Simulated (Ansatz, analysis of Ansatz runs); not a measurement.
# A hop of Na in Na3BrO (Pm-3m), charge −1, part 2 of 3

Aim: the barrier of one jump in Na3BrO (Pm-3m) at charge −1: V_Na hop (3.2 Å). The model is a cell of 60 host atoms with 1 Na taken out; Na is the atom that moves.

Ansatz 0.2.0; plane-wave PAW DFT, PBEsol; nudged elastic band between two relaxed defect structures at fixed charge in a uniform background.

So far: Set-up; Relaxation of the start point, charge −1; Relaxation of the end point, charge −1.

### 4. Nudged elastic band, charge −1

5 movable images are laid between the ends on a pair-potential path, which keeps atoms from colliding in the first guess. Each image feels the true force across the path and a spring force along it. The highest image is set to climb to the top of the path.

This step: plane-wave PAW DFT, PBEsol; nudged elastic band between two relaxed defect structures at fixed charge in a uniform background.

qm1.neb/input.yaml

```yaml
crystal:
  lattice:
    - [9.08406471, 4.54203236, 0.0]
    - [-9.08406471, 9.08406471, 0.0]
    - [0.0, 0.0, 9.08406471]
  atoms:
    - { symbol: Na, position: [0.16600938, 0.16291509, 0.25022812] }
    - { symbol: Na, position: [0.50013736, 0.00014845, 0.2501001] }
    - { symbol: Na, position: [0.8501575, 0.34149089, 0.25000785] }
    - { symbol: Na, position: [0.19155195, 0.4142241, 0.25009735] }
    - { symbol: Na, position: [0.4987136, 0.25893361, 0.25017682] }
    - { symbol: Na, position: [0.83158711, 0.08611779, 0.25012058] }
    - { symbol: Na, position: [0.00231019, 0.25237378, -8.134e-05] }
    - { symbol: Na, position: [0.33581468, 0.08429836, 0.00010671] }
    - { symbol: Na, position: [0.65867557, 0.42133085, 0.00686642] }
    - { symbol: Br, position: [0.00025922, 0.00027269, 0.00086891] }
    - { symbol: Br, position: [0.32913753, 0.32758429, -0.00728261] }
    - { symbol: Br, position: [0.66719319, 0.16303271, -0.00283898] }
    - { symbol: O, position: [0.00675842, 0.25042447, 0.25015662] }
    - { symbol: O, position: [0.33475047, 0.08405927, 0.25017682] }
    - { symbol: O, position: [0.68087806, 0.41040163, 0.25011151] }
    - { symbol: Na, position: [0.16732797, 0.16779592, 0.75007148] }
    - { symbol: Na, position: [0.50018654, 0.00024241, 0.7502118] }
    - { symbol: Na, position: [0.83192538, 0.33508062, 0.75021389] }
    - { symbol: Na, position: [0.1656474, 0.41813391, 0.7501892] }
    - { symbol: Na, position: [0.50003525, 0.25057971, 0.75017038] }
    - { symbol: Na, position: [0.83177849, 0.08426643, 0.75017637] }
    - { symbol: Na, position: [0.00222372, 0.25245954, 0.50038153] }
    - { symbol: Na, position: [0.33594069, 0.08428238, 0.50023988] }
    - { symbol: Na, position: [0.65874477, 0.42123556, 0.49344192] }
    - { symbol: Br, position: [0.000216, 0.00023494, 0.4995732] }
    - { symbol: Br, position: [0.32921105, 0.32759367, 0.50759165] }
    - { symbol: Br, position: [0.66712575, 0.16306865, 0.50330774] }
    - { symbol: O, position: [-0.00122006, 0.25002929, 0.75015458] }
    - { symbol: O, position: [0.33345569, 0.08348207, 0.75017179] }
    - { symbol: O, position: [0.66436209, 0.41735187, 0.75017205] }
    - { symbol: Na, position: [0.15026797, 0.65901564, 0.25001634] }
    - { symbol: Na, position: [0.83441768, 0.83757401, 0.25018585] }
    - { symbol: Na, position: [0.16875271, 0.91435791, 0.25018245] }
    - { symbol: Na, position: [0.50181039, 0.74145417, 0.25016221] }
    - { symbol: Na, position: [0.80885984, 0.58625212, 0.25016484] }
    - { symbol: Na, position: [-0.00194718, 0.74805434, -0.00010376] }
    - { symbol: Na, position: [0.34172812, 0.57922655, 0.0068463] }
    - { symbol: Na, position: [0.66453085, 0.91615055, 7.51e-05] }
    - { symbol: Br, position: [0.00019776, 0.50028086, -0.00860942] }
    - { symbol: Br, position: [0.33324097, 0.83743661, -0.00287184] }
    - { symbol: Br, position: [0.67119426, 0.67289581, -0.00720222] }
    - { symbol: O, position: [-0.00636753, 0.75004222, 0.2501274] }
    - { symbol: O, position: [0.31952255, 0.59007624, 0.25014645] }
    - { symbol: O, position: [0.66565455, 0.9163813, 0.25014857] }
    - { symbol: Na, position: [0.16842059, 0.66537528, 0.75025647] }
    - { symbol: Na, position: [0.50017049, 0.50022273, 0.75001798] }
    - { symbol: Na, position: [0.83306669, 0.83269797, 0.75011294] }
    - { symbol: Na, position: [0.16858621, 0.91621821, 0.75011286] }
    - { symbol: Na, position: [0.50033945, 0.74989392, 0.75011219] }
    - { symbol: Na, position: [0.83471955, 0.58231602, 0.75012917] }
    - { symbol: Na, position: [-0.00188387, 0.74797144, 0.50037841] }
    - { symbol: Na, position: [0.34153064, 0.57923887, 0.49346861] }
    - { symbol: Na, position: [0.66448328, 0.91618763, 0.50021648] }
    - { symbol: Br, position: [0.00026707, 0.50021895, 0.5091159] }
    - { symbol: Br, position: [0.33324108, 0.83740613, 0.50333398] }
    - { symbol: Br, position: [0.67128473, 0.67290345, 0.50773899] }
    - { symbol: O, position: [0.00157922, 0.75044178, 0.75014527] }
    - { symbol: O, position: [0.336004, 0.58312126, 0.75016361] }
    - { symbol: O, position: [0.66692064, 0.9169963, 0.75014749] }
total_charge: -1
basis:
  ecutwfc: 420
  xc_grid: 2
hamiltonian:
  xc: pbesol
kpoints:
  mp_grid: { grid: [1, 1, 1], shift: [0.25, 0.25, 0.25] }
scf:
  occupations: { method: fixed }
  max_iter: 150
output:
  forces: true
neb:
  images: 5
  f_tol: 0.04
  climbing: true
  initial_path: idpp
  max_iterations: 45
  order_check: false
  final_atoms:
    - { symbol: Na, position: [0.17386277, 0.18175804, 0.25011567] }
    - { symbol: Na, position: [0.49727239, -0.00154305, 0.25016994] }
[... 1 atom line left out ...]
    - { symbol: Na, position: [0.48019317, 0.48802996, 0.25021369] }
    - { symbol: Na, position: [0.50875634, 0.24731549, 0.25016886] }
[... 5 atom lines left out ...]
    - { symbol: Br, position: [0.33845808, 0.33113187, -0.00749044] }
[... 1 atom line left out ...]
    - { symbol: O, position: [-0.01182256, 0.23915928, 0.25012354] }
[... 1 atom line left out ...]
    - { symbol: O, position: [0.66651054, 0.41699117, 0.25017313] }
[... 10 atom lines left out ...]
    - { symbol: Br, position: [0.3384252, 0.33108746, 0.50782496] }
[... 4 atom lines left out ...]
    - { symbol: Na, position: [0.15883053, 0.65176445, 0.25020047] }
[... 2 atom lines left out ...]
    - { symbol: Na, position: [0.50403083, 0.75257198, 0.25020461] }
[... 2 atom lines left out ...]
    - { symbol: Na, position: [0.32311009, 0.57328166, 0.00717059] }
[... 5 atom lines left out ...]
    - { symbol: O, position: [0.34487913, 0.59486376, 0.25018642] }
[... 8 atom lines left out ...]
    - { symbol: Na, position: [0.32307524, 0.57320837, 0.49314747] }
[... 6 atom lines left out ...]
    - { symbol: O, position: [0.66658792, 0.91700402, 0.7501531] }
```

On the command line:

```sh
ansatz run input.yaml --threads 32 --pin off --max-ram 84787MiB --backend cuda --events-out ev --progress --plain --runs-dir out --max-vram 78GiB
```

Numbers of over 12 decimals in the logs are rounded to 6 here.

The program printed:

```text
[...]
Warning: neb: disabling space-group detection — the band's intermediate images generally break the endpoint symmetry, so the full k-mesh is solved, and no spatial operation symmetrises the density, except that a semilocal band can use its path's symmetry [...]
[...]
parallel-image band execution: 3 concurrent image workers
NEB image 0
[...]
Crystal: 59 atoms, lattice volume = 1124.429 Å³
Basis set: ecut = 420 eV, 22007 PW (Γ), exchange–correlation on 144×180×128 points (8 copies of the dense FFT grid, shifted against one another)
Bands: 295, of which v1, the nominal top of the filled ones, is band 236 counted from 1 (235 counted from 0)
Symmetry: 1 space group operations
k-points: 1
[...]
SCF iter   1: F=—  HF=-91269.691492 eV  |F-HF|=—  |Δ(HF+E_count)|=         —  Δρ=1.00e-2  dr2=7.73e-1  ethr=1.77e-3  ⟨swp⟩=5.0  Hψ=847  notcnv=0  defer=57
[...]
SCF iter   2: F=—  HF=-91269.427030 eV  |F-HF|=—  |Δ(HF+E_count)|=   2.64e-1  Δρ=3.84e-3  dr2=1.75e-1  ethr=1.64e-4  ⟨swp⟩=3.0  Hψ=553  notcnv=0  defer=57
[...]
SCF iter  10: F=-91269.385580 eV  HF=-91269.385580 eV  |F-HF|=2.50e-9  |Δ(HF+E_count)|=   1.71e-7  Δρ=2.06e-6  dr2=5.07e-8  ethr=2.12e-11  ⟨swp⟩=2.0  Hψ=875  notcnv=0
SCF 1 converged in 10 iterations: F = -91269.385580 eV  dr2 = 5.07e-8
[...]
NSCF: frozen V_eff on 1 k-points
NEB image 6
[...]
SCF 2 converged in 10 iterations: F = -91269.376015 eV  dr2 = 2.56e-8
[...]
NEB end point (image 0): max|allowed force component| = 8.770e-3 eV/Å (the criterion of neb.relax_end_points is 1.000e-2)
[...]
SCF 3 converged in 10 iterations: F = -91269.200969 eV  dr2 = 2.61e-8
[...]
SCF 4 converged in 10 iterations: F = -91268.912070 eV  dr2 = 7.12e-8
[...]
SCF 5 converged in 10 iterations: F = -91268.787291 eV  dr2 = 2.59e-8
[...]
SCF 6 converged in 10 iterations: F = -91268.919780 eV  dr2 = 1.58e-8
[...]
SCF 7 converged in 10 iterations: F = -91269.201454 eV  dr2 = 2.17e-8
[...]
SCF 8 converged in 9 iterations: F = -91269.268434 eV  dr2 = 2.94e-8
[...]
SCF 9 converged in 9 iterations: F = -91269.039386 eV  dr2 = 9.43e-8
[...]
SCF 10 converged in 9 iterations: F = -91268.933518 eV  dr2 = 7.24e-8
[...]
SCF 11 converged in 9 iterations: F = -91269.039141 eV  dr2 = 5.07e-8
[...]
SCF 12 converged in 9 iterations: F = -91269.260264 eV  dr2 = 2.26e-8
[...]
SCF 13 converged in 9 iterations: F = -91269.315682 eV  dr2 = 5.22e-8
[...]
SCF 14 converged in 9 iterations: F = -91269.104218 eV  dr2 = 5.22e-8
[...]
SCF 15 converged in 9 iterations: F = -91268.996076 eV  dr2 = 4.70e-8
[...]
SCF 16 converged in 9 iterations: F = -91269.094638 eV  dr2 = 3.87e-8
[...]
SCF 17 converged in 9 iterations: F = -91269.295283 eV  dr2 = 1.72e-8
[...]
SCF 18 converged in 7 iterations: F = -91269.321153 eV  dr2 = 4.12e-8
[...]
SCF 19 converged in 8 iterations: F = -91269.113926 eV  dr2 = 9.20e-9
[...]
SCF 20 converged in 7 iterations: F = -91269.007912 eV  dr2 = 8.59e-8
[...]
SCF 21 converged in 8 iterations: F = -91269.105841 eV  dr2 = 1.54e-8
[...]
SCF 22 converged in 8 iterations: F = -91269.302478 eV  dr2 = 2.75e-8
[...]
SCF 23 converged in 7 iterations: F = -91269.010157 eV  dr2 = 4.75e-8
[...]
SCF converged after 7 iterations
[...]
- { symbol: Na, position: [0.864340, 0.351178, 0.249868] }
    - { symbol: Na, position: [0.337859, 0.434903, 0.249744] }
    - { symbol: Na, position: [0.515251, 0.244363, 0.249981] }
    - { symbol: Na, position: [0.828913, 0.086396, 0.249880] }
    - { symbol: Na, position: [0.011853, 0.260598, 0.004735] }
    - { symbol: Na, position: [0.333796, 0.081965, -0.000317] }
    - { symbol: Na, position: [0.660029, 0.418681, 0.004788] }
    - { symbol: Br, position: [0.001067, -0.002200, -0.000868] }
    - { symbol: Br, position: [0.334479, 0.324969, -0.016881] }
    - { symbol: Br, position: [0.664459, 0.162727, -0.004541] }
    - { symbol: O, position: [0.000760, 0.242871, 0.250010] }
    - { symbol: O, position: [0.334288, 0.081413, 0.250165] }
    - { symbol: O, position: [0.676579, 0.408772, 0.250128] }
    - { symbol: Na, position: [0.165077, 0.165626, 0.750329] }
    - { symbol: Na, position: [0.500223, 0.000655, 0.750203] }
    - { symbol: Na, position: [0.833259, 0.335807, 0.750533] }
    - { symbol: Na, position: [0.166850, 0.420142, 0.749844] }
    - { symbol: Na, position: [0.501405, 0.248962, 0.750314] }
    - { symbol: Na, position: [0.833955, 0.087196, 0.750346] }
    - { symbol: Na, position: [0.011467, 0.260234, 0.495406] }
    - { symbol: Na, position: [0.333816, 0.082223, 0.500601] }
    - { symbol: Na, position: [0.660104, 0.418314, 0.495565] }
    - { symbol: Br, position: [0.001131, -0.002080, 0.501294] }
    - { symbol: Br, position: [0.334393, 0.325160, 0.516715] }
    - { symbol: Br, position: [0.664336, 0.162830, 0.504837] }
    - { symbol: O, position: [0.001633, 0.252713, 0.750113] }
    - { symbol: O, position: [0.332315, 0.082374, 0.750163] }
    - { symbol: O, position: [0.664205, 0.417286, 0.750166] }
    - { symbol: Na, position: [0.142734, 0.647404, 0.250049] }
    - { symbol: Na, position: [0.836909, 0.838713, 0.250276] }
    - { symbol: Na, position: [0.168468, 0.910851, 0.250262] }
    - { symbol: Na, position: [0.508822, 0.746503, 0.250109] }
    - { symbol: Na, position: [0.804191, 0.586228, 0.250266] }
    - { symbol: Na, position: [-0.004125, 0.747809, 8.971277698400568e-5] }
    - { symbol: Na, position: [0.330958, 0.592036, 0.002748] }
    - { symbol: Na, position: [0.668053, 0.918587, -0.000354] }
    - { symbol: Br, position: [-0.002410, 0.503805, -0.011768] }
    - { symbol: Br, position: [0.333068, 0.836877, -0.003773] }
    - { symbol: Br, position: [0.668641, 0.672350, -0.006973] }
    - { symbol: O, position: [-0.007446, 0.746922, 0.250297] }
    - { symbol: O, position: [0.330116, 0.598518, 0.250216] }
    - { symbol: O, position: [0.667541, 0.917332, 0.250198] }
    - { symbol: Na, position: [0.164898, 0.667644, 0.750376] }
    - { symbol: Na, position: [0.499350, 0.501974, 0.749843] }
    - { symbol: Na, position: [0.833598, 0.834365, 0.750145] }
    - { symbol: Na, position: [0.166560, 0.916270, 0.750236] }
    - { symbol: Na, position: [0.501746, 0.752174, 0.750324] }
    - { symbol: Na, position: [0.832285, 0.583214, 0.750304] }
    - { symbol: Na, position: [-0.003977, 0.747807, 0.500467] }
    - { symbol: Na, position: [0.330969, 0.592153, 0.497366] }
    - { symbol: Na, position: [0.668130, 0.918666, 0.500756] }
    - { symbol: Br, position: [-0.002462, 0.503854, 0.512166] }
    - { symbol: Br, position: [0.333085, 0.836939, 0.504335] }
    - { symbol: Br, position: [0.668699, 0.672428, 0.507582] }
    - { symbol: O, position: [-0.000513, 0.751060, 0.750253] }
    - { symbol: O, position: [0.333887, 0.586428, 0.750117] }
    - { symbol: O, position: [0.668333, 0.918954, 0.750216] }
```

It took 9.6 s on 1 × NVIDIA GB200 with 32 threads of Arm Neoverse V2, shared host; peak memory 2.1 GiB.

Images along the path:

| image | path (Å) | energy (eV) | Na4: x, y, z (Å) |
| --- | --- | --- | --- |
| 0 | 0.000 | 0.0000 | -2.023, 4.633, 2.272 |
| 1 | 0.544 | 0.0644 | -1.653, 4.789, 2.267 |
| 2 | 1.087 | 0.2717 | -1.256, 5.113, 2.266 |
| 3 | 1.636 | 0.3754 | -0.882, 5.485, 2.269 |
| 4 | 2.171 | 0.2797 | -0.533, 5.857, 2.266 |
| 5 | 2.703 | 0.0831 | -0.227, 6.237, 2.266 |
| 6 | 3.235 | 0.0096 | -0.071, 6.614, 2.273 |

Read from the output:

* free energy: -91269.0102 eV
* barrier forward: 0.3754 eV
* barrier backward: 0.3659 eV
* end less start: 0.009566 eV
* hop length: 2.781 Å

Track of the atom that was set to move:

| image | x (Å) | y (Å) | z (Å) | nearest neighbour | distance (Å) |
| --- | --- | --- | --- | --- | --- |
| 0 | -2.023 | 4.633 | 2.272 | O | 2.222 |
| 1 | -1.653 | 4.789 | 2.267 | O | 2.202 |
| 2 | -1.256 | 5.113 | 2.266 | O | 2.148 |
| 3 | -0.882 | 5.485 | 2.269 | O | 2.128 |
| 4 | -0.533 | 5.857 | 2.266 | O | 2.152 |
| 5 | -0.227 | 6.237 | 2.266 | O | 2.211 |
| 6 | -0.071 | 6.614 | 2.273 | O | 2.228 |

The band met its tolerance of 0.04 eV/Å after 5 iterations, with image 3 on top (the start counts as 0). Na4, which moves farthest between the ends, has 2 O at 2.22 to 2.34 Å nearest at the start and 1 O at 2.13 Å at the top.

### 5. Single point at the start point, PBEsol, denser k-mesh

Three single points on a mesh of more k-points (start, top, end) test the sampling. The start is shown; top and end are run alike.

This step: plane-wave PAW DFT, PBEsol; single point of a defect supercell on a structure of the PBEsol path.

qm1.start.mesh/input.yaml

```yaml
crystal:
  lattice:
    - [9.08406471, 4.54203236, 0.0]
    - [-9.08406471, 9.08406471, 0.0]
    - [0.0, 0.0, 9.08406471]
  atoms:
    - { symbol: Na, position: [0.16600938, 0.16291509, 0.25022812] }
    - { symbol: Na, position: [0.50013736, 0.00014845, 0.2501001] }
[... 1 atom line left out ...]
    - { symbol: Na, position: [0.19155195, 0.4142241, 0.25009735] }
    - { symbol: Na, position: [0.4987136, 0.25893361, 0.25017682] }
[... 5 atom lines left out ...]
    - { symbol: Br, position: [0.32913753, 0.32758429, -0.00728261] }
[... 1 atom line left out ...]
    - { symbol: O, position: [0.00675842, 0.25042447, 0.25015662] }
[... 1 atom line left out ...]
    - { symbol: O, position: [0.68087806, 0.41040163, 0.25011151] }
[... 10 atom lines left out ...]
    - { symbol: Br, position: [0.32921105, 0.32759367, 0.50759165] }
[... 4 atom lines left out ...]
    - { symbol: Na, position: [0.15026797, 0.65901564, 0.25001634] }
[... 2 atom lines left out ...]
    - { symbol: Na, position: [0.50181039, 0.74145417, 0.25016221] }
[... 2 atom lines left out ...]
    - { symbol: Na, position: [0.34172812, 0.57922655, 0.0068463] }
[... 5 atom lines left out ...]
    - { symbol: O, position: [0.31952255, 0.59007624, 0.25014645] }
[... 8 atom lines left out ...]
    - { symbol: Na, position: [0.34153064, 0.57923887, 0.49346861] }
[... 6 atom lines left out ...]
    - { symbol: O, position: [0.66692064, 0.9169963, 0.75014749] }
total_charge: -1
basis:
  ecutwfc: 420
  xc_grid: 2
hamiltonian:
  xc: pbesol
kpoints:
  mp_grid: { grid: [2, 2, 2], shift: [0.5, 0.5, 0.5] }
scf:
  occupations: { method: fixed }
  max_iter: 150
output:
  forces: true
  eigenvalues: true
checkpoint:
  write: "../qm1.start.mesh.run"
  compress: false
  write_wavefunctions: false
  write_every: 100000
```

The program printed:

```text
[...]
Crystal: 59 atoms, lattice volume = 1124.429 Å³
Basis set: ecut = 420 eV, 22007 PW (Γ), exchange–correlation on 144×180×128 points (8 copies of the dense FFT grid, shifted against one another)
Bands: 295, of which v1, the nominal top of the filled ones, is band 236 counted from 1 (235 counted from 0)
Symmetry: 1 space group operations
[...]
k-points: 4 of 8 (time reversal used)
[...]
SCF iter   1: F=—  HF=-91269.666470 eV  |F-HF|=—  |Δ(HF+E_count)|=         —  Δρ=1.01e-2  dr2=7.78e-1  ethr=1.77e-3  ⟨swp⟩=5.0  Hψ=3712  notcnv=0  defer=224
[...]
SCF iter   3: F=—  HF=-91269.373106 eV  |F-HF|=—  |Δ(HF+E_count)|=   3.58e-2  Δρ=2.00e-3  dr2=3.96e-2  ethr=3.90e-5  ⟨swp⟩=2.0  Hψ=1312  notcnv=0  defer=140
automatic band count: iteration 3 solves 273 bands in place of 295: the levels show a gap, and the empty bands left out lie too high to hold charge; the band table lists the bands solved (type scf.n_extra_bands for more)
SCF iter   4: F=—  HF=-91269.368615 eV  |F-HF|=—  |Δ(HF+E_count)|=   4.49e-3  Δρ=9.29e-4  dr2=9.02e-3  ethr=8.40e-6  ⟨swp⟩=2.0  Hψ=1120  notcnv=0  defer=140
[...]
SCF iter   9: F=—  HF=-91269.365393 eV  |F-HF|=—  |Δ(HF+E_count)|=   3.92e-7  Δρ=5.71e-6  dr2=3.20e-7  ethr=2.50e-10  ⟨swp⟩=2.0  Hψ=1304  notcnv=0  defer=124
[...]
SCF 1 converged in 10 iterations: F = -91269.365393 eV  dr2 = 4.61e-8
[...]
SCF converged after 10 iterations
[...]
```

The job ended after 1.8 s (1 × NVIDIA GB200 with 32 threads; peak memory 1.3 GiB).

Read from the output:

| Item | Value |
| --- | --- |
| free energy | -91269.3654 eV |

### 6. Barrier from single points, PBEsol, denser k-mesh

Analysis of the runs above: barrier from PBEsol single points on the PBEsol path.

It gives:

```
barrier forward  : 0.3757 eV
barrier backward : 0.3654 eV
end less start   : 0.01028 eV
```

This gives 0.376 eV against the band's 0.375 eV (backward 0.365 against 0.366 eV). This mesh holds only the band's own point and its sign variants, so it tests the average over those and no finer sampling.

### 7. Single point at the start point, r2SCAN

Three single points with a meta-GGA, at its higher cutoff of 500 eV, show what it does to the barrier on the path found. The start is shown; top and end are run alike.

This step: plane-wave PAW DFT, r2SCAN; single point of a defect supercell on a structure of the PBEsol path.

qm1.start.r2scan/input.yaml, as its differences from qm1.start.mesh/input.yaml of step 5:

```diff
@@ -33,8 +33,8 @@
 basis:
-  ecutwfc: 420
+  ecutwfc: 500
   xc_grid: 2
 hamiltonian:
-  xc: pbesol
+  xc: r2scan
 kpoints:
-  mp_grid: { grid: [2, 2, 2], shift: [0.5, 0.5, 0.5] }
+  mp_grid: { grid: [1, 1, 1], shift: [0.25, 0.25, 0.25] }
 scf:
@@ -46,3 +46,3 @@
 checkpoint:
-  write: "../qm1.start.mesh.run"
+  write: "../qm1.start.r2scan.run"
   compress: false
```

The program printed:

```text
[...]
Crystal: 59 atoms, lattice volume = 1124.429 Å³
Basis set: ecut = 500 eV, 28611 PW (Γ), exchange–correlation on 150×192×144 points (8 copies of the dense FFT grid, shifted against one another)
Bands: 295, of which v1, the nominal top of the filled ones, is band 236 counted from 1 (235 counted from 0)
Symmetry: 1 space group operations
[...]
k-points: 1
[...]
SCF iter   1: F=—  HF=-92494.235458 eV  |F-HF|=—  |Δ(HF+E_count)|=         —  Δρ=6.93e-3  dr2=9.30e-1  dr2_τ=6.54e-1  ethr=1.77e-3  ⟨swp⟩=5.0  Hψ=877  notcnv=0  defer=57
[...]
SCF iter   8: F=—  HF=-92494.652635 eV  |F-HF|=—  |Δ(HF+E_count)|=   2.29e-3  Δρ=1.08e-5  dr2=1.48e-6  dr2_τ=1.23e-7  ethr=3.27e-9  ⟨swp⟩=2.0  Hψ=329  notcnv=0  defer=33
[...]
SCF 1 converged in 10 iterations: F = -92494.652635 eV  dr2 = 3.64e-8
[...]
SCF converged after 10 iterations
[...]
[... 3 atoms left out ...]
  atom  26  Br    -0.00005877     0.00255856    -0.00244532
  [... 4 atoms left out ...]
  atom  31  Na     0.00152430    -0.00792158     0.00079799
  [... 2 atoms left out ...]
  atom  34  Na     0.00528106     0.00175560     0.00003308
  [... 2 atoms left out ...]
  atom  37  Na     0.00609650     0.00333011     0.00287971
  [... 5 atoms left out ...]
  atom  43  O     -0.01319383    -0.00862660     0.00081299
  [... 8 atoms left out ...]
  atom  52  Na     0.00644543     0.00325142    -0.00212892
  [... 7 atoms left out ...]
  max |Σ_I F_I| component: 3.90e-3 eV/Å
--- Band table (eV) ---
[...]
```

The job ended after 1.9 s (1 × NVIDIA GB200 with 32 threads; peak memory 1.3 GiB).

Read from the output:

- free energy: -92494.6526 eV

### 8. Barrier from single points, r2SCAN

Analysis of the runs above: barrier from r2SCAN single points on the PBEsol path.

It gives:

| Quantity | Value |
| --- | --- |
| barrier forward | 0.3992 eV |
| barrier backward | 0.3905 eV |
| end less start | 0.008727 eV |

This gives 0.399 eV against the band's 0.375 eV.

(Continued in part 3 of 3.)

[Logs are printed without paths, hosts, clocks, repeated set-up lines and the standing remarks that a program may print on its own settings, such as how far it seeks lower states.]

[Hosts, paths, dates, database ids (printed as entryN), source tags and the programs' standing remarks are cut or masked in the printed files.]
